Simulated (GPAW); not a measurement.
# Ballistic transport through a Ga chain with a Li atom on top of one atom, cheap and dear, part 2 of 2

Wanted: the zero-bias transmission of a Ga chain with a Li atom on top of one atom on a ladder of levels, with run times.

GPAW 26.7.0; GPAW LCAO, PAW setups; Landauer transmission from Green's functions with principal layers (ASE), zero bias.

So far, transmission at the Fermi level (one spin): step 2 (double-zeta polarised basis, PBE, GPAW) 2.78; step 3 (basis szp(dzp), PBE, GPAW) 2.79; step 4 (basis sz(dzp), PBE, GPAW) 2.77; step 5 (revPBE) 2.77.

### 7. Comparison (continued)

Transmission, zone mean, sum over the listed spins against energy, zero at the Fermi level:

| energy (eV) | dzp | szp | sz | dzp-revPBE |
| --- | --- | --- | --- | --- |
| -2.000 | 0.999 | 0.998 | 0.999 | 0.999 |
| -1.800 | 0.999 | 0.996 | 0.995 | 0.999 |
| -1.600 | 0.999 | 4.0e-7 | 3.5e-7 | 0.999 |
| -1.400 | 0.996 | 0.986 | 0.997 | 0.998 |
| -1.300 | 0.998 | 0.998 | 0.999 | 0.998 |
| -1.200 | 0.998 | 0.999 | 0.999 | 0.998 |
| -1.000 | 0.997 | 0.999 | 0.999 | 0.997 |
| -0.800 | 0.995 | 0.998 | 0.998 | 0.995 |
| -0.600 | 0.311 | 0.928 | 0.728 | 5.7e-4 |
| -0.400 | 0.998 | 0.996 | 0.996 | 0.998 |
| -0.200 | 2.34 | 2.27 | 2.25 | 2.35 |
| 0.000 | 2.78 | 2.79 | 2.77 | 2.77 |
| 0.200 | 2.85 | 2.86 | 2.82 | 2.85 |
| 0.400 | 2.88 | 2.89 | 2.84 | 2.88 |
| 0.600 | 2.91 | 2.91 | 2.86 | 2.91 |
| 0.800 | 2.93 | 2.93 | 2.88 | 2.93 |
| 1.000 | 2.95 | 2.95 | 2.89 | 2.95 |
| 1.200 | 2.96 | 2.96 | 2.90 | 2.96 |
| 1.300 | 2.97 | 2.97 | 2.90 | 2.96 |
| 1.400 | 2.96 | 2.97 | 2.89 | 2.96 |
| 1.500 | 2.95 | 2.97 | 2.88 | 2.93 |
| 1.600 | 2.87 | 2.97 | 2.86 | 2.61 |
| 1.800 | 2.94 | 2.95 | 2.76 | 2.96 |
| 2.000 | 2.98 | 2.00 | 2.24 | 2.98 |

### 8. K-points along the lead 4

The lead's own mesh along the current sets its density and potential; where the lead is aligned to the junction's end layer, a rigid shift drops out.

This step: GPAW LCAO, PAW setups; Landauer transmission from Green's functions with principal layers (ASE), zero bias (GPAW 26.7.0).

Input file run.py:

```python
import json
import numpy as np
from ase import Atoms
from ase.transport.calculators import TransportCalculator
from gpaw import GPAW, FermiDirac
from gpaw.lcao.tools import get_lcao_hamiltonian
from scipy.linalg import eigh

# The junction with lead layers at both ends, along the third cell vector
device = Atoms(
    ['Ga', 'Ga', 'Ga', 'Ga', 'Ga', 'Ga', 'Li', 'Ga', 'Ga', 'Ga', 'Ga', 'Ga'],
    positions=[
        [4.50000, 4.50000, 1.27500],
        [4.50000, 4.50000, 3.82500],
        [4.50000, 4.50000, 6.37500],
        [4.50000, 4.50000, 8.92500],
        [4.50000, 4.50000, 11.47500],
        [4.50000, 4.50000, 14.02500],
        [7.07530, 4.50000, 14.02500],
        [4.50000, 4.50000, 16.57500],
        [4.50000, 4.50000, 19.12500],
        [4.50000, 4.50000, 21.67500],
        [4.50000, 4.50000, 24.22500],
        [4.50000, 4.50000, 26.77500]],
    cell=[[9.0, 0.0, 0.0], [0.0, 9.0, 0.0], [0.0, 0.0, 28.05]],
    pbc=True)

# One principal layer of the lead: the first 3 atoms of the device
lead = Atoms(
    ['Ga', 'Ga', 'Ga'],
    positions=[
        [4.50000, 4.50000, 1.27500],
        [4.50000, 4.50000, 3.82500],
        [4.50000, 4.50000, 6.37500]],
    cell=[[9.0, 0.0, 0.0], [0.0, 9.0, 0.0], [0.0, 0.0, 7.65]],
    pbc=True)

settings = dict(mode='lcao', basis='dzp', xc='PBE', h=0.2,
                occupations=FermiDirac(0.1), maxiter=250,
                mixer=dict(beta=0.1, nmaxold=8, weight=100.0),
                convergence=dict(density=0.0001))
energies = np.arange(-2, 2 + 1e-9, 0.05)
eta = 0.0001
n1, n2 = 1, 1
# k and -k transmit alike, so half of the mesh across the current serves
mesh = [(i, j) for i in range(n1) for j in range(n2) if (i, j) <= (-i % n1, -j % n2)]
weights = np.array([1 if (i, j) == (-i % n1, -j % n2) else 2 for i, j in mesh]) / (n1 * n2)

# [... helper functions left out ...]
fermi_lead = ground_state(lead, (1, 1, 4), 'lead.txt')
fermi_device = ground_state(device, (1, 1, 3), 'device.txt')
# [... loop over the mesh left out, but for ...]
        # Shift the lead onto the potential of the device's first layer
        shift = ((H[:, 0, 0] - H0[:, 0, 0]) / S0[0, 0]).real.mean()
# [...]
kT = 8.617333e-5 * 77
bias = [0.1, 0.2, 0.5, 1.0, 1.5, 2.0]
# [... integrals and printing left out ...]
```

Started as:

```console
$ OMP_NUM_THREADS=1 OPENBLAS_NUM_THREADS=1 python run.py
```

Output:

```text
basis functions: device 148, principal layer 39
Fermi level: lead -2.9054 eV, device -2.6630 eV; lead shifted by 0.0820 eV
largest coupling past the next layer 5.96e-05 eV, largest misfit of the first layer 0.065 eV
  E-E_F (eV)   T (one spin)  [channel counts left out]
    -2.000    9.9806e-01
    -1.950    9.9791e-01
    -1.900    9.9777e-01
    -1.850    9.9762e-01
    -1.800    9.9749e-01
    -1.750    9.9738e-01
    -1.700    9.9729e-01
    -1.650    9.9726e-01
    -1.600    9.9733e-01
    -1.550    9.9762e-01
    -1.500    9.9855e-01
    -1.450    2.7516e-02
    -1.400    9.9292e-01
    -1.350    9.9431e-01
    -1.300    9.9470e-01
    -1.250    9.9486e-01
[...]
1.650    2.5026e+00
     1.700    2.3068e+00
     1.750    2.8609e+00
     1.800    2.9442e+00
     1.850    2.9654e+00
     1.900    2.9731e+00
     1.950    2.9765e+00
     2.000    2.9785e+00
conductance at 77 K: 2.682 G0 a cell; thermopower -0.7488 uV/K
current from the zero-bias T(E) at 0.1 V: 20.8 uA
current from the zero-bias T(E) at 0.2 V: 41.693 uA
current from the zero-bias T(E) at 0.5 V: 101.86 uA
current from the zero-bias T(E) at 1.0 V: 177.45 uA
current from the zero-bias T(E) at 1.5 V: 249.28 uA
current from the zero-bias T(E) at 2.0 V: 325.15 uA
```

It took 36 s on 1 thread of Arm Neoverse V1, shared host; peak memory 0.97 GiB.

The run finished with changed settings (lead_nz = 4); it serves as a test.

The two runs compared:

| quantity | this run | sound run | difference |
| --- | --- | --- | --- |
| conductance (G₀) | 2.6820 | 2.7750 | -0.0930 |
| largest coupling past the next principal layer (eV) | 5.957e-5 | 6.030e-5 | -7.3e-7 |
| largest misfit of the first principal layer (eV) | 0.064744 | 0.017403 | 0.0473 |
| shift that aligns the lead (eV) | 0.081999 | 0.0048232 | 0.0772 |
| transmission at the Fermi level (one spin) | 2.6808 | 2.7762 | -0.0954 |

The two runs differ clearly in the largest misfit of the first principal layer: 0.0647 eV against 0.0174 eV.

### 9. Summary of results

```yaml
conductance: 2.78 G₀
transmission_at_the_fermi_level_mean_of_the_spins: 2.78
thermopower: about 0 (under 1.5 μV/K)
```

In words: In the dzp basis the junction conducts 2.78 G₀ at 77 K, with T = 2.78 a spin at the Fermi level; the sz basis reaches that conductance within 10 %. At the Fermi level the three most open eigenchannels pass 1.00, 1.00 and 0.78. Measured against the first run (dzp), the nearest curve is that of dzp-revPBE (r.m.s. 0.084) and the farthest that of sz (0.31). Over the compared runs wall time goes from 23 s (sz) to 39 s (dzp), on a shared host. The geometry was built from estimated bond lengths and not relaxed, so the numbers describe this model structure. An evenly spaced straight chain is an idealisation: free chains tend to dimerise, zigzag or, where a band edge lies near the Fermi level, turn magnetic. The currents use the zero-bias T(E) throughout, which holds only while the bias is small against the distance to the nearest feature. The energy step is wider than the thermal energy, so the conductance and thermopower rest on interpolation of T(E).

[Logs are printed without paths, hosts, clocks, repeated set-up lines and the standing remarks that a program may print on its own settings, such as how far it seeks lower states.]

[Hosts, paths, dates, database ids (printed as entryN), source tags and the programs' standing remarks are cut or masked in the printed files.]
